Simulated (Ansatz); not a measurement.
# What AgGeF3 (model cell, started as cubic perovskite with Ge in the octahedra) distorts into, part 2 of 2

Which phase does AgGeF3 (model cell, started as cubic perovskite with Ge in the octahedra) fall into along its unstable mode, and how much energy does it gain?

Ansatz 0.2.0; DFT PBEsol, scalar-relativistic, plane waves, PAW; PAW set soft_1.

So far. Step 5 (Energy along the mode, all amplitudes (two of the runs …): The lowest of the steps tried is at 0.22 Å, 7.19 meV/atom below the parent; the bottom of the well need not coincide with a step. Step 7 (The new phase in its own primitive cell): The largest force component left is 0.35 meV/Å and the pressure is 0.004 GPa, within the tolerances set. The cell now holds 16.05 Å³/atom. The relaxed cell has a, b, c = 8.077, 4.742, 8.382 Å (conventional setting).

The structure was built from a prototype and need not be the compound's stable phase.

## 8. Modes of the new phase, k-mesh 6×6×4, occupations fixed

A relaxed structure may still be a saddle point, so its zone-centre modes are computed. The response to a homogeneous field gives the Born charges and the dielectric tensor.

File input.yaml:

```yaml
crystal:
  lattice:
    - [4.0385295179, -2.370779161, 0.0]
    - [4.0385295179, 2.370779161, 0.0]
    - [0.0, 0.0, 8.3824081966]
  atoms:
    - { symbol: Ag, position: [0.0, 0.0, 0.0] }
    - { symbol: Ag, position: [0.0, 0.0, 0.5] }
    - { symbol: Ge, position: [0.5729652065, 0.4270347935, 0.25] }
    - { symbol: Ge, position: [0.4270347935, 0.5729652065, 0.75] }
    - { symbol: F, position: [0.5, 0.5, 0.0] }
    - { symbol: F, position: [0.5, 0.5, 0.5] }
    - { symbol: F, position: [0.4544543017, 0.8607410501, 0.25] }
    - { symbol: F, position: [0.5455456983, 0.1392589499, 0.75] }
    - { symbol: F, position: [0.1392589499, 0.5455456983, 0.25] }
    - { symbol: F, position: [0.8607410501, 0.4544543017, 0.75] }
kpoints:
  mp_grid: { grid: [6, 6, 4] }
hamiltonian:
  xc: pbesol
  pseudopotentials: { kind: paw, azcp: { folder: soft_1 }, xc_functional: pbe }
scf:
  occupations: { method: fixed }
output:
  eigenvalues: true
phonons:
  method: dfpt
  dielectric: true
  rigid_motions: translations
```

Started as:

```bash
ansatz run input.yaml --threads 4 --pin off --max-ram 16384MiB --backend cpu --events-out ev --progress --plain --runs-dir out
```

Wall time 7.7 min (4 threads of Arm Neoverse V2, shared host); peak memory 3.4 GiB; 30 min of CPU time.

Numbers from this step:

```yaml
sum_rule_residual_before_enforcement: 5.74e-5 eV/Å²
miss_of_the_charge_sum_rule: 0.007033 e
estimated_error_of_the_dielectric_tensor: 0.01345
estimated_error_of_the_born_charges: 0.03724 e
point_group: mmm
highest_optical_mode_at_the_zone_centre_no_lo_to_term: 515.7 cm⁻¹
lowest_optical_zone_centre_mode: -133.4 cm⁻¹
mean_high_frequency_dielectric_constant: 3.754
largest_born_charge_third_of_the_trace: 2.758 e
top_of_the_zone_centre_spectrum_with_the_field: 567.1 cm⁻¹
```

Patterns of degenerate modes are one choice out of their space. The modes at Γ (shares of kinetic energy by element, %) (negative means imaginary):

```
mode  frequency (cm⁻¹)  symmetry  Ag %  Ge %  F %
   1            -133.4       B1u    35     0   64
   2             -99.8        Au     2     0   98
   3             -76.0       B1u    35     4   62
   4             -37.3       B3u    53    22   25
   5             -17.2        Au    98     0    2
   6               0.0  acoustic    45    31   24
   7               0.0  acoustic    45    31   24
   8               0.0  acoustic    45    31   24
   9              31.6       B2u    96     1    3
  10              45.6       B1g     0    54   46
  11              68.3       B1u    31    62    6
  12              76.3        Ag     0    50   50
  13              84.5       B2u    41    21   39
  14             127.3       B3u     1     1   98
  15             139.6       B3g     0    43   57
  16             143.1       B1g     0    29   71
  17             151.2       B2g     0     0  100
  18             155.7       B3u     0    29   71
  19             178.1       B1u    50     0   49
  20             219.8        Au     0     0  100
  21             238.7       B2u    14    14   72
  22             249.6       B3g     0    57   43
  23             262.3        Ag     0    31   69
  24             284.8       B2u     3    15   82
  25             309.7       B1u     3     3   94
  26             350.8       B2u     1     0   99
  27             469.6       B1g     0    18   82
  28             469.9       B3u     0    18   82
  29             514.6        Ag     0    19   81
  30             515.7       B2u     0    18   82
```

Displacements in mode 1 (-133.4 cm⁻¹), the largest set to 1:
```
Ag1  0.00 -0.28 -0.27
Ag2  0.00  0.28 -0.27
Ge3  0.00  0.00  0.03
Ge4  0.00  0.00  0.03
F5   0.00 -0.69  1.00
F6   0.00  0.69  1.00
F7   0.00  0.00  0.20
F8   0.00  0.00  0.20
F9   0.00  0.00  0.20
F10  0.00  0.00  0.20
```

Displacements in mode 19 (178.1 cm⁻¹), the largest set to 1:
```
Ag1  0.00  0.69  0.13
Ag2  0.00 -0.69  0.13
Ge3  0.00  0.00 -0.06
Ge4  0.00  0.00 -0.06
F5   0.00 -1.00  0.89
F6   0.00  1.00  0.89
F7   0.00  0.00 -0.69
F8   0.00  0.00 -0.69
F9   0.00  0.00 -0.69
F10  0.00  0.00 -0.69
```

Optical modes at the zone centre, without and with the macroscopic field of the longitudinal modes; each column is sorted by frequency, so a row need not hold one and the same mode. Modes with and without the field, by row:

```
rank among optical modes  no field (cm⁻¹)  q along (1, 0, 0) (cm⁻¹)  q along (0, 1, 0) (cm⁻¹)  q along (0, 0, 1) (cm⁻¹)
                       1           -133.4                    -133.4                    -133.4                     -99.8
                       2            -99.8                     -99.8                     -99.8                     -98.2
                       3              -76                       -76                       -76                     -37.3
                       4            -37.3                     -17.2                     -37.3                     -17.2
                       5            -17.2                      19.5                     -17.2                        19
                       6             31.6                      31.6                      31.6                      31.6
                       7             45.6                      45.6                      45.6                      45.6
                       8             68.3                      68.3                      68.3                      76.3
                       9             76.3                      76.3                      76.3                      84.5
                      10             84.5                      84.5                      95.2                     127.3
                      11            127.3                     129.1                     127.3                     139.6
                      12            139.6                     139.6                     139.6                     143.1
                      13            143.1                     143.1                     143.1                     151.2
                      14            151.2                     151.2                     151.2                     155.7
                      15            155.7                     175.3                     155.7                       160
                      16            178.1                     178.1                     178.1                     219.8
                      17            219.8                     219.8                     219.8                     238.7
                      18            238.7                     238.7                     238.7                     249.6
                      19            249.6                     249.6                     249.6                     262.3
                      20            262.3                     262.3                     262.3                     284.8
                      21            284.8                     284.8                     309.7                     309.2
                      22            309.7                     309.7                     316.6                     340.7
                      23            350.8                     350.8                     353.6                     350.8
                      24            469.6                     469.6                     469.6                     469.6
                      25            469.9                     514.6                     469.9                     469.9
                      26            514.6                     515.7                     514.6                     514.6
                      27            515.7                       530                     567.1                     515.7
```

Born charge (rows field, columns displacement) (e), principal values of the symmetric part by kind of site:

| atom | atoms with these values | low | middle | high | mean |
| --- | --- | --- | --- | --- | --- |
| Ag1 | 2 | 0.80 | 1.40 | 1.72 | 1.31 |
| Ge3 | 2 | 2.25 | 2.70 | 3.33 | 2.76 |
| F5 | 2 | -3.69 | -0.93 | -0.36 | -1.66 |
| F7 | 4 | -2.01 | -0.88 | -0.72 | -1.20 |

In full for F5:

```
-0.36  0.00  0.00
 0.00 -1.15  0.43
 0.00  1.08 -3.46
```

High-frequency dielectric tensor:

```
2.74 0.00 0.00
0.00 3.78 0.00
0.00 0.00 4.74
```

Transverse modes; imaginary modes are left out. Lines of the infrared spectrum (strongest = 100):

```
position (cm⁻¹)  lines merged  relative intensity
             32             1                 0.0
             46             1                 0.0
             68             1                  58
             76             1                 0.0
             84             1                 6.2
            127             1                 1.4
            140             1                 0.0
            143             1                 0.0
            151             1                 0.0
            156             1                  11
            178             1                  34
            220             1                 0.0
            239             1                 0.0
            250             1                 0.0
            262             1                 0.0
            285             1                  52
            310             1                 0.1
            351             1                 3.0
            470             2                  85
            515             1                 0.0
            516             1                 100
```

Before it was imposed, the acoustic sum rule was missed by 5.7e-5 eV/Å² and the charge sum rule by 0.0070 e. Small misses are needed for a sound result but don't prove that mesh and cutoff are converged. The lowest optical mode is imaginary, 133.4i cm⁻¹, so the energy falls along it.

## 9. The phases reached

The phases reached along the modes that were followed are set side by side.

Energies are those of the first relaxation, on the mesh of the frozen mode; space group, volume and gap are those of the last relaxation. Phases, by row:

```csv
mode frozen in,space group,energy from parent (meV/atom),volume (Å³/atom),gap on mesh (eV),lowest zone-centre optical mode (cm⁻¹),largest shift (Å)
parent,Pm-3m,0,15.51,0,–,–
"q = (0, 0, 0), 190i cm⁻¹",P4mm,-106.7,19.32,2.182,-171.5,0.906
"q = (0, 0, 0), 190i cm⁻¹",R3m,-316.5,17.29,3.549,17.4,0.672
"q = (0, 0, 0), 190i cm⁻¹",Amm2,-189.1,15.92,2.071,-105.6,0.746
"q = (0, 0, -0.5), 186i cm⁻¹",Cmcm,-184.7,16.05,1.85,-133.4,0.777
"q = (0, 0, -0.5), 186i cm⁻¹",Pmma,-33.34,16.04,0.027,-231.2,0.878
"q = (0, 0, -0.5), 186i cm⁻¹",Cmcm,-184.7,16.05,1.85,-133.4,0.778
```

## 10. Results

* unstable mode of the parent: q = (0, 0, -0.5), 186i cm⁻¹
* depth at the lowest point sampled: 7.19 meV/atom
* largest atomic shift at that point: 0.22 Å
* space group reached (within 0.01 Å): Cmcm
* energy gained over the parent (first relaxation, on the mesh of the frozen mode): 185 meV/atom
* volume per atom, phase reached: 16.1 Å³
* gap on the k-mesh, phase reached: 1.85 eV
* lowest optical zone-centre mode, phase reached: -133 cm⁻¹
* highest optical mode at the zone centre (no LO-TO term), phase reached: 516 cm⁻¹

**Reading.** Along this mode the structure falls into Cmcm, 185 meV/atom below the parent. At the parent's cell the well is 7.194 meV/atom deep on the steps tried, with its lowest point at a shift of 0.22 Å. Relaxing atoms and cell changes the gain by +177.55 meV/atom against the lowest step (energies at zero smearing). Most of the total comes from this relaxation. The new phase still has an imaginary mode at the zone centre of its cell, so it is a saddle point on the way to a lower structure. Of the 6 patterns followed to their end from this parent, this one ends 132 meV/atom above the lowest, R3m. Each path keeps the symmetry of its pattern, so a lower phase may lie along a pattern not tried. With no gap, or one that is small against the smearing, the frequencies hang on the k mesh and the smearing, most of all near Kohn anomalies. The PAW files were made for PBE and serve the other functionals too. The starting cell was built on a prototype and not taken from a measurement, so the phase need not exist.

[Logs are printed without paths, hosts, clocks, repeated set-up lines and the standing remarks that a program may print on its own settings, such as how far it seeks lower states.]

[Hosts, paths, dates, database ids (printed as entryN), source tags and the programs' standing remarks are cut or masked in the printed files.]
